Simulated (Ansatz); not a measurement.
In doubt: masses and optical values from hybrid runs of this build are listed as unsure (in some of the runs), which bears on the screening that GW takes from such a start; one-shot GW on d or f shells is unsure (in some of the runs), so the values of those runs are not to be relied on.

Consider Ag3AuSe2 (I4_132).

```yaml
crystal:
  lattice:
    - [-4.97500, 4.97500, 4.97500]
    - [4.97500, -4.97500, 4.97500]
    - [4.97500, 4.97500, -4.97500]
  atoms:
    - { symbol: Ag, position: [0.25000, 0.62071, 0.37071] }
    - { symbol: Ag, position: [0.62071, 0.75000, 0.37071] }
    - { symbol: Ag, position: [0.75000, 0.87929, 0.12929] }
    - { symbol: Ag, position: [0.87929, 0.25000, 0.12929] }
    - { symbol: Ag, position: [0.37071, 0.25000, 0.62071] }
    - { symbol: Ag, position: [0.37071, 0.62071, 0.75000] }
    - { symbol: Ag, position: [0.12929, 0.75000, 0.87929] }
    - { symbol: Ag, position: [0.12929, 0.87929, 0.25000] }
    - { symbol: Ag, position: [0.25000, 0.12929, 0.87929] }
    - { symbol: Ag, position: [0.62071, 0.37071, 0.25000] }
    - { symbol: Ag, position: [0.75000, 0.37071, 0.62071] }
    - { symbol: Ag, position: [0.87929, 0.12929, 0.75000] }
    - { symbol: Se, position: [0.53781, 0.53781, 0.53781] }
    - { symbol: Se, position: [0.53781, 0.50000, 0.00000] }
    - { symbol: Se, position: [0.50000, 0.00000, 0.96219] }
    - { symbol: Se, position: [0.00000, 0.53781, 0.50000] }
    - { symbol: Se, position: [0.96219, 0.50000, 0.00000] }
    - { symbol: Se, position: [0.96219, 0.96219, 0.96219] }
    - { symbol: Se, position: [0.00000, 0.96219, 0.50000] }
    - { symbol: Se, position: [0.50000, 0.00000, 0.53781] }
    - { symbol: Au, position: [0.25000, 0.25000, 0.25000] }
    - { symbol: Au, position: [0.25000, 0.50000, 0.00000] }
    - { symbol: Au, position: [0.50000, 0.00000, 0.25000] }
    - { symbol: Au, position: [0.00000, 0.25000, 0.50000] }
```

Geometry: measured cell, ions relaxed with r2SCAN. The runs that relaxed it are not among those shown. Spin-orbit coupling is left out unless a run names it.

Gaps computed with Ansatz 0.2.0 without a self-energy: HSE06 0.95 eV.

**Question.** Estimate the G0W0@HSE06 gap with 2×2×2 mesh, 1470 empty bands, screening to 120 eV, hard PAW files.

About 0.87 eV: on its mesh the run moves the gap from 0.95 eV by −0.09 eV. Bands and cutoff are finite, so the gap is not at the basis limit. The miss can reach some tenths of an eV and take either sign; the mesh is an error of its own. The 2×2×2 mesh is coarse for this cell (its supercell is 17 Å along the shortest edge). The RPA ε∞ on it, from the HSE06 start, is 13.57; such meshes misread the long-range screening, most where the gap is narrow. A d shell, filled or nearly so, lies near the gap. One-shot GW converges very slowly in bands there, not always from below, and on a semilocal start the gap tends to come out low; starts rich in exact exchange can overshoot instead. The many-body steps are scalar-relativistic: spin-orbit coupling is not in them.

[Paths, hosts, dates, memory and timing lines, banners, echoed tables and standing remarks are left out of the program output.]

[Logs are printed without paths, hosts, clocks, repeated set-up lines and the standing remarks that a program may print on its own settings, such as how far it seeks lower states.]

[Runs of the session that timed out or met a known fault of the program may be left out.]

[Cells called generated may have been cut or substituted from an entry of the Crystallography Open Database or the Materials Project.]

[Hosts, paths, dates, database ids (printed as entryN), source tags and the programs' standing remarks are cut or masked in the printed files.]
